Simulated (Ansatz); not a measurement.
Planning a run of Ansatz 0.2.0 on WS2 (Tungstenite). The input:

```yaml
crystal:
  lattice:
    - [3.1532, 0.0, 0.0]
    - [-1.5766, 2.7307513032, 0.0]
    - [0.0, 0.0, 12.323]
  atoms:
    - { symbol: W, position: [0.3333333333, 0.6666666667, 0.25] }
    - { symbol: W, position: [0.6666666667, 0.3333333333, 0.75] }
    - { symbol: S, position: [0.3333333333, 0.6666666667, 0.6225] }
    - { symbol: S, position: [0.6666666667, 0.3333333333, 0.1225] }
    - { symbol: S, position: [0.3333333333, 0.6666666667, 0.8775] }
    - { symbol: S, position: [0.6666666667, 0.3333333333, 0.3775] }
kpoints:
  mp_grid: { grid: [6, 6, 2] }
hamiltonian:
  xc:
    exchange: pbe
    correlation: pbe
    exx: { coeff: 0.75, omega: 0.2078 }
  pseudopotentials: { kind: paw, azcp: { folder: soft_1 } }
scf:
  occupations: { method: fixed }
gw:
  n_empty_bands: 442
  ecut_chi: 150.0
  qp_bands: [v2, c2]
  qp_kpoints: band_edges
  screening: { model: contour_deformation }
```

```sh
ansatz run input.yaml --threads 4 --pin off --max-ram 138240MiB --backend cuda --events-out ev --progress --plain --runs-dir out --devices 1 --max-vram 26GiB
```

Estimate wall time and host memory on 1 × NVIDIA H100 80GB HBM3 (shared by 3 runs) with 4 threads of AMD EPYC 7R13 (Zen 3), shared host.

It took 52 s; on shared hardware allow 26 s to 1.7 min. Peak host memory was 2.2 GiB. The sizes that set the cost: 2057 plane waves a state, 14 irreducible k points, 468 bands summed, 439 plane waves in the screening and 23 SCF cycles.

The screening grows as filled bands × empty bands × pairs of k points, times the square of the screening basis for the matrix.

[Paths, hosts, dates, memory and timing lines, banners, echoed tables and standing remarks are left out of the program output.]

[Logs are printed without paths, hosts, clocks, repeated set-up lines and the standing remarks that a program may print on its own settings, such as how far it seeks lower states.]

[Runs of the session that timed out or met a known fault of the program may be left out.]

[Cells called generated may have been cut or substituted from an entry of the Crystallography Open Database or the Materials Project.]

[Hosts, paths, dates, database ids (printed as entryN), source tags and the programs' standing remarks are cut or masked in the printed files.]
